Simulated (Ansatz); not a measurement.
# What NaB (Fm-3m) distorts into, part 2 of 3

Wanted: the energy along a soft mode of NaB (Fm-3m) and the structure at the end.

Ansatz 0.2.0; DFT PBEsol, scalar-relativistic, plane waves, PAW.

So far, highest frequency on the path or at a solved wavevector (cm⁻¹): step 2 (response at finite wavevector) 306. Also lowest frequency on the path (cm⁻¹): step 2 -206.

## (5) Energy along the mode, all amplitudes (two of the runs are shown above)

An imaginary frequency means negative curvature, so the energy should fall and then rise again as anharmonic terms take over.

This step gave:

```yaml
depth_at_the_lowest_point_sampled: 212.2 meV/atom
largest_atomic_shift_at_that_point: 0.6 Å
```

Table of energy from the parent by largest atomic shift:

```csv
largest atomic shift (Å),energy from the parent (meV/atom)
0.000,0
0.040,-0.867
0.080,-3.43
0.140,-10.3
0.220,-24.8
0.320,-53.0
0.450,-109
0.600,-212
```

Displacement at unit largest shift by atom:

```csv
atom,x (Å),y (Å),z (Å),size
Na1,0.397,0.000,-0.397,0.561
Na2,-0.397,0.000,0.397,0.561
Na3,0.397,0.000,0.397,0.561
Na4,-0.397,0.000,-0.397,0.561
B5,0.707,0.000,-0.707,1.000
B6,-0.707,0.000,0.707,1.000
B7,-0.707,0.000,-0.707,1.000
B8,0.707,0.000,0.707,1.000
```

The lowest of the steps tried is the last one, at 0.6 Å, 212 meV/atom below the parent; the bottom of the well need not coincide with a step.

## (6) Relaxing from the distorted cell

Starting from the lowest point found, all atoms and the cell are let go, so that strain and other modes of the same symmetry can join in.

input.yaml

```yaml
crystal:
  lattice:
    - [0.0, 0.0, -5.3049051826]
    - [5.3049051826, 0.0, 0.0]
    - [2.6524525913, -5.3049051826, -2.6524525913]
  atoms:
    - { symbol: Na, position: [0.7948604595, 0.2948604595, 0.5] }
    - { symbol: Na, position: [0.2051395405, 0.7051395405, 0.5] }
    - { symbol: Na, position: [0.4551395405, 0.5448604595, 0.0] }
    - { symbol: Na, position: [0.0448604595, -0.0448604595, 0.0] }
    - { symbol: B, position: [0.5799758062, 0.0799758062, 0.0] }
    - { symbol: B, position: [-0.0799758062, 0.4200241938, 0.0] }
    - { symbol: B, position: [0.3299758062, 0.1700241938, 0.5] }
    - { symbol: B, position: [0.6700241938, 0.8299758062, 0.5] }
kpoints:
  mp_grid: { grid: [8, 8, 8] }
hamiltonian:
  xc: pbesol
scf:
  occupations: { method: methfessel_paxton, width: 0.15 }
output:
  forces: true
  stress: true
  eigenvalues: true
relax:
  adjacent_minimum: "off"
  f_tol: 0.002
  max_steps: 120
  cell: { stress_tol: 0.03 }
```

Run with:

```bash
> ansatz run input.yaml --threads 4 --pin off --max-ram 7168MiB --backend cpu --events-out ev --progress --plain --runs-dir out
```

Numbers of over 12 decimals in the logs are rounded to 6 here.

Output:

```text
[...]
Crystal: 8 atoms, lattice volume = 149.291 Å³
Basis set: ecut = 420 eV, 2913 PW (Γ), exchange–correlation on 72×72×90 points (8 copies of the dense FFT grid, shifted against one another)
Bands: 32, of which v1, the nominal top of the filled ones, is band 24 counted from 1 (23 counted from 0)
Symmetry: 8 space group operations
[...]
k-points: 59 of 512 (time reversal used)
[...]
SCF iter   1: F=—  HF=-6500.433283 eV  |F-HF|=—  |Δ(HF+E_count)|=         —  Δρ=6.54e-3  dr2=9.40e-2  ethr=1.77e-3  ⟨swp⟩=6.4  Hψ=7589  notcnv=0
[...]
SCF iter   8: F=-6500.401780 eV  HF=-6500.401780 eV  |F-HF|=1.18e-9  |Δ(HF+E_count)|=   7.13e-8  S|Δr|=    0.00e0  Δρ=2.22e-6  dr2=9.87e-9  ethr=2.08e-10  ⟨swp⟩=8.4  Hψ=6517  notcnv=0
SCF 1 converged in 8 iterations: F = -6500.401780 eV  dr2 = 9.87e-9
[...]
relax step   1: F+E_penalty+E_count = -6500.40178007 eV  Δ(F+E_penalty+E_count) = +0.000e0 eV  max|allowed force component| = 1.030e0 eV/Å  Δτ_max = 0.0000 Å  P = -3.229 GPa  Ω = 149.291 Å³  (8 SCF iters, dr2 threshold 1.00e-7 eV, accepted)
Crystal: 8 atoms, lattice volume = 144.047 Å³
Basis set: ecut = 420 eV, 2817 PW (Γ), exchange–correlation on 72×72×90 points (8 copies of the dense FFT grid, shifted against one another)
[...]
SCF iter   7: F=-6502.278884 eV  HF=-6502.278884 eV  |F-HF|=9.50e-9  |Δ(HF+E_count)|=   2.72e-8  S|Δr|=    0.00e0  Δρ=5.81e-6  dr2=8.97e-8  ethr=1.67e-9  ⟨swp⟩=5.6  Hψ=6623  notcnv=0
SCF 2 converged in 7 iterations: F = -6502.278884 eV  dr2 = 8.97e-8
[...]
relax step   2: F+E_penalty+E_count = -6502.27888354 eV  Δ(F+E_penalty+E_count) = -1.877e0 eV  max|allowed force component| = 1.734e0 eV/Å  Δτ_max = 0.1949 Å  P = -4.142 GPa  Ω = 144.047 Å³  energy of the carried Pulay correction = +1.125e-3 eV  (7 SCF iters, dr2 threshold 8.00e-7 eV, accepted)
Crystal: 8 atoms, lattice volume = 140.171 Å³
Basis set: ecut = 420 eV, 2793 PW (Γ), exchange–correlation on 72×72×90 points (8 copies of the dense FFT grid, shifted against one another)
[...]
SCF iter   7: F=-6504.638878 eV  HF=-6504.638878 eV  |F-HF|=8.33e-8  |Δ(HF+E_count)|=   4.49e-7  S|Δr|=    0.00e0  Δρ=1.24e-5  dr2=4.97e-7  ethr=1.67e-9  ⟨swp⟩=9.8  Hψ=8193  notcnv=0
SCF 3 converged in 7 iterations: F = -6504.638878 eV  dr2 = 4.97e-7
[...]
relax step   3: F+E_penalty+E_count = -6504.63887763 eV  Δ(F+E_penalty+E_count) = -2.360e0 eV  max|allowed force component| = 1.632e0 eV/Å  Δτ_max = 0.1960 Å  P = -2.788 GPa  Ω = 140.171 Å³  energy of the carried Pulay correction = +1.983e-3 eV  (7 SCF iters, dr2 threshold 8.00e-7 eV, accepted)
[... from here on, the SCF cycles and remarks between the steps are left out ...]
relax step   4: F+E_penalty+E_count = -6505.16906325 eV  Δ(F+E_penalty+E_count) = -5.302e-1 eV  max|allowed force component| = 3.105e0 eV/Å  Δτ_max = 0.1921 Å  P = +5.109 GPa  Ω = 136.982 Å³  energy of the carried Pulay correction = +2.707e-3 eV  (8 SCF iters, dr2 threshold 8.00e-7 eV, accepted)
relax step   5: F+E_penalty+E_count = -6506.34932442 eV  Δ(F+E_penalty+E_count) = -1.180e0 eV  max|allowed force component| = 1.349e0 eV/Å  Δτ_max = 0.1388 Å  P = -0.287 GPa  Ω = 133.911 Å³  energy of the carried Pulay correction = +3.419e-3 eV  (7 SCF iters, dr2 threshold 8.00e-7 eV, accepted)
relax step   6: F+E_penalty+E_count = -6507.25836936 eV  Δ(F+E_penalty+E_count) = -9.090e-1 eV  max|allowed force component| = 3.304e-1 eV/Å  Δτ_max = 0.1952 Å  P = +0.730 GPa  Ω = 130.638 Å³  energy of the carried Pulay correction = +4.196e-3 eV  (7 SCF iters, dr2 threshold 8.00e-7 eV, accepted)
relax step   7: F+E_penalty+E_count = -6507.31681405 eV  Δ(F+E_penalty+E_count) = -5.844e-2 eV  max|allowed force component| = 3.080e-1 eV/Å  Δτ_max = 0.1346 Å  P = +1.590 GPa  Ω = 130.643 Å³  energy of the carried Pulay correction = +4.194e-3 eV  (7 SCF iters, dr2 threshold 8.00e-7 eV, accepted)
relax step   8: F+E_penalty+E_count = -6507.36568475 eV  Δ(F+E_penalty+E_count) = -4.887e-2 eV  max|allowed force component| = 5.324e-2 eV/Å  Δτ_max = 0.0506 Å  P = +0.847 GPa  Ω = 134.347 Å³  energy of the carried Pulay correction = +3.317e-3 eV  (6 SCF iters, dr2 threshold 8.00e-7 eV, accepted)
relax step   9: F+E_penalty+E_count = -6507.37242089 eV  Δ(F+E_penalty+E_count) = -6.736e-3 eV  max|allowed force component| = 1.131e-1 eV/Å  Δτ_max = 0.0220 Å  P = -0.025 GPa  Ω = 137.648 Å³  energy of the carried Pulay correction = +2.555e-3 eV  (5 SCF iters, dr2 threshold 8.00e-7 eV, accepted)
relax step  10: F+E_penalty+E_count = -6507.37693152 eV  Δ(F+E_penalty+E_count) = -4.511e-3 eV  max|allowed force component| = 1.370e-2 eV/Å  Δτ_max = 0.0159 Å  P = -0.016 GPa  Ω = 138.713 Å³  energy of the carried Pulay correction = +2.312e-3 eV  (5 SCF iters, dr2 threshold 8.00e-7 eV, accepted)
relax step  11: F+E_penalty+E_count = -6507.37703668 eV  Δ(F+E_penalty+E_count) = -1.052e-4 eV  max|allowed force component| = 9.372e-3 eV/Å  Δτ_max = 0.0040 Å  P = +0.024 GPa  Ω = 138.897 Å³  energy of the carried Pulay correction = +2.271e-3 eV  (6 SCF iters, dr2 threshold 1.17e-8 eV, accepted)
relax step  12: F+E_penalty+E_count = -6507.37703888 eV  Δ(F+E_penalty+E_count) = -2.202e-6 eV  max|allowed force component| = 8.554e-4 eV/Å  Δτ_max = 0.0011 Å  P = +0.004 GPa  Ω = 138.957 Å³  energy of the carried Pulay correction = +2.257e-3 eV  (5 SCF iters, dr2 threshold 5.49e-9 eV, accepted)
[...]
SCF iter   6: F=-6507.375014 eV  HF=-6507.375014 eV  |F-HF|=1.82e-12  |Δ(HF+E_count)|=  2.27e-11  S|Δr|=    0.00e0  Δρ=5.58e-8  dr2=1.25e-11  ethr=1.00e-12  ⟨swp⟩=6.9  Hψ=8424  notcnv=0
SCF 13 converged in 6 iterations: F = -6507.375014 eV  dr2 = 1.25e-11
relax step  13: F+E_penalty+E_count = -6507.37501372 eV  Δ(F+E_penalty+E_count) = +2.025e-3 eV  max|allowed force component| = 1.818e-3 eV/Å  Δτ_max = 0.0000 Å  P = +0.012 GPa  Ω = 138.957 Å³  stress off target by 1.95e-2 GPa  SCF on the basis re-selected at this cell (its energy is not comparable with the rows above)  (6 SCF iters)
basis re-selected at this cell: Δ(F+E_penalty+E_count) = +2.025e-3 eV, ΔP = +0.008 GPa vs the last step (what re-selecting the basis moved, of the pressure what is left beyond the Pulay correction that the steps carried, after the strain that the cell walked since its last selection, with what the two solves' SCF thresholds leave and, on support functions, any second-order correction that the steps lacked; it is no m [...]
SCF converged after 6 iterations
[...]
Free energy (F): -6507.375014 eV
[...]
Internal energy: -6507.357884 eV  (E = F + TS)
E sigma→0 (E₀):  -6507.370731 eV
Entropy (-TS):   -0.017129 eV (-2.141 meV/atom)
Fermi energy:    3.330308 eV
[...]
--- Forces (eV/Å), atoms counted from 1 ---
  atom   1  Na     0.00088930    -0.00006755    -0.00088930
  atom   2  Na    -0.00088930    -0.00006755     0.00088930
  atom   3  Na     0.00088930     0.00006755     0.00088930
  atom   4  Na    -0.00088930     0.00006755    -0.00088930
  atom   5  B     -0.00027385     0.00181843     0.00027385
  atom   6  B      0.00027385     0.00181843    -0.00027385
  atom   7  B      0.00027385    -0.00181843     0.00027385
  atom   8  B     -0.00027385    -0.00181843    -0.00027385
  max |Σ_I F_I| component: 1.75e-16 eV/Å
--- Stress (GPa, compression-positive) ---
        0.019503       0.000000       0.000000
        0.000000      -0.002924       0.000000
        0.000000       0.000000       0.019503
  P = ⅓ Tr σ = 0.0120 GPa (0.120 kbar)
--- Band table (eV; the first three rows and the last of 59) ---
  k-point 0: bands = [... 20 lower, -0.3600, 2.5219, 3.2254, 3.2254, 3.7039, 3.8558, 6.2023, 7.0888, ... 4 higher]
  k-point 1: bands = [... 20 lower, -0.1416, 2.4191, 3.2947, 3.2947, 3.6679, 3.7546, 6.4616, 6.9305, ... 4 higher]
  k-point 2: bands = [... 20 lower, 0.3443, 2.2231, 3.4674, 3.4674, 3.4818, 3.5572, 6.8276, 7.1290, ... 4 higher]
  k-point 58: bands = [... 20 lower, 1.2944, 2.4093, 2.7682, 2.7682, 3.4471, 5.5744, 6.7431, 7.2080, ... 4 higher]
--- Relaxed structure (12 steps of the walk, 12 accepted, 1 SCFs on fresh bases) ---
  F+E_penalty+E_count = -6507.37501372 eV   max|allowed force component| = 1.818e-3 eV/Å   (the final SCF, on the basis selected at the relaxed cell)
  cell:  # Å, volume = 138.9569 Å³
    - [0.0, 0, -5.326207]
    - [5.326207, 0, 0.0]
    - [2.663104, -4.898284, -2.663104]
  atoms:
    - { symbol: Na, position: [0.786012, 0.286012, 0.556911] }
    - { symbol: Na, position: [0.157077, 0.657077, 0.556911] }
    - { symbol: Na, position: [0.463988, 0.592923, -0.056911] }
    - { symbol: Na, position: [0.092923, -0.036012, -0.056911] }
    - { symbol: B, position: [0.594022, 0.094022, 0.100409] }
    - { symbol: B, position: [-0.194431, 0.305569, 0.100409] }
    - { symbol: B, position: [0.444431, 0.155978, 0.399591] }
    - { symbol: B, position: [0.655978, 0.944431, 0.399591] }
```

The job ended after 2 min (4 threads of Intel Xeon Platinum 8488C (Sapphire Rapids), shared host; peak memory 0.65 GiB; 5.7 min of CPU time).

The steps of the relaxation:

```csv
step,energy less that of the first step (eV),largest force component (eV/Å),pressure (GPa),volume (Å³)
1,0.0000,1.0298,-3.23,149.29
2,-1.8771,1.7342,-4.14,144.05
3,-4.2371,1.6319,-2.79,140.17
4,-4.7673,3.1046,5.11,136.98
5,-5.9475,1.3491,-0.29,133.91
6,-6.8566,0.3304,0.73,130.64
7,-6.9150,0.3080,1.59,130.64
8,-6.9639,0.0532,0.85,134.35
9,-6.9706,0.1131,-0.03,137.65
10,-6.9752,0.0137,-0.02,138.71
11,-6.9753,0.0094,0.02,138.90
12,-6.9753,0.0009,0.00,138.96
13*,-6.9732,0.0018,0.01,138.96
```

Relaxation steps marked * repeat the geometry before them on a plane-wave basis chosen anew for their cell, so energy and pressure can jump there.

Forces are held to the 8 operations that the run works with; a distortion that breaks them can't arise in this run.

```csv
"conventional cell, symmetrised",before,after,change
a (Å),5.305,5.326,+0.4 %
b (Å),5.305,5.326,+0.4 %
c (Å),10.610,9.797,-7.7 %
volume (Å³/atom),18.66,17.37,-6.9 %
```

The atoms that moved most (Å, as changes of fractional coordinates times the final cell):

```csv
atom,dx,dy,dz,length
B7,-0.342,0.492,-0.342,0.690
B8,0.342,0.492,0.342,0.690
B5,0.342,-0.492,-0.342,0.690
B6,-0.342,-0.492,0.342,0.690
Na1,0.104,-0.279,-0.104,0.315
Na3,0.104,0.279,0.104,0.315
Na4,-0.104,0.279,-0.104,0.315
Na2,-0.104,-0.279,0.104,0.315
```

This step gave:

| Quantity | Value |
| --- | --- |
| pressure | 0.01203 GPa |
| volume per atom | 17.37 Å³ |

The distorted start has space group I-42m; the relaxation ends in I-42m.

## (7) The new phase in its own primitive cell

The relaxed structure is symmetrised, reduced to its primitive cell and relaxed tightly, as its phonons need.

input.yaml

```yaml
crystal:
  lattice:
    - [-2.6631036989, 2.6631036989, 4.8982836932]
    - [2.6631036989, -2.6631036989, 4.8982836932]
    - [2.6631036989, 2.6631036989, -4.8982836932]
  atoms:
    - { symbol: Na, position: [0.9679233686, 0.3389879849, 0.0] }
    - { symbol: Na, position: [0.3389879849, 0.9679233686, 0.0] }
    - { symbol: Na, position: [0.0320766314, 0.0320766314, 0.3710646163] }
    - { symbol: Na, position: [0.6610120151, 0.6610120151, 0.6289353837] }
    - { symbol: B, position: [0.3194309751, 0.5309783406, 0.0] }
    - { symbol: B, position: [0.5309783406, 0.3194309751, 0.0] }
    - { symbol: B, position: [0.4690216594, 0.4690216594, 0.7884526345] }
    - { symbol: B, position: [0.6805690249, 0.6805690249, 0.2115473655] }
kpoints:
  mp_grid: { grid: [8, 8, 8] }
hamiltonian:
  xc: pbesol
scf:
  occupations: { method: methfessel_paxton, width: 0.15 }
output:
  forces: true
  stress: true
  eigenvalues: true
relax:
  adjacent_minimum: "off"
  f_tol: 0.001
  max_steps: 60
  cell: { stress_tol: 0.01 }
```

Output:

```text
[...]
Crystal: 8 atoms, lattice volume = 138.957 Å³
Basis set: ecut = 420 eV, 2705 PW (Γ), exchange–correlation on 90×90×90 points (8 copies of the dense FFT grid, shifted against one another)
Bands: 32, of which v1, the nominal top of the filled ones, is band 24 counted from 1 (23 counted from 0)
Symmetry: 8 space group operations
[...]
k-points: 59 of 512 (time reversal used)
[...]
atoms:
    - { symbol: Na, position: [0.967929, 0.338951, 0.0] }
    - { symbol: Na, position: [0.338951, 0.967929, 0.0] }
    - { symbol: Na, position: [0.032071, 0.032071, 0.371022] }
    - { symbol: Na, position: [0.661049, 0.661049, 0.628978] }
    - { symbol: B, position: [0.319446, 0.530866, 0.0] }
    - { symbol: B, position: [0.530866, 0.319446, 0.0] }
    - { symbol: B, position: [0.469134, 0.469134, 0.788580] }
    - { symbol: B, position: [0.680554, 0.680554, 0.211420] }
[key lines of the parts left out:]
SCF converged after 5 iterations
Free energy (F): -6507.375034 eV
Fermi energy:    3.326261 eV
P = ⅓ Tr σ = 0.0002 GPa (0.002 kbar)
```

Elapsed: 34 s, on 4 threads; peak memory 0.64 GiB.

Little changed from the start: no atom moved by 0.005 Å and no cell edge by 0.1 %.

This step gave:

```
pressure        : 2.42e-4 GPa
volume per atom : 17.38 Å³
```

The largest force component left is 0.75 meV/Å and the pressure is 0.000 GPa, within the tolerances set. The cell now holds 17.38 Å³/atom.

(Part 2 of 3 ends here.)

[Logs are printed without paths, hosts, clocks, repeated set-up lines and the standing remarks that a program may print on its own settings, such as how far it seeks lower states.]

[Hosts, paths, dates, database ids (printed as entryN), source tags and the programs' standing remarks are cut or masked in the printed files.]
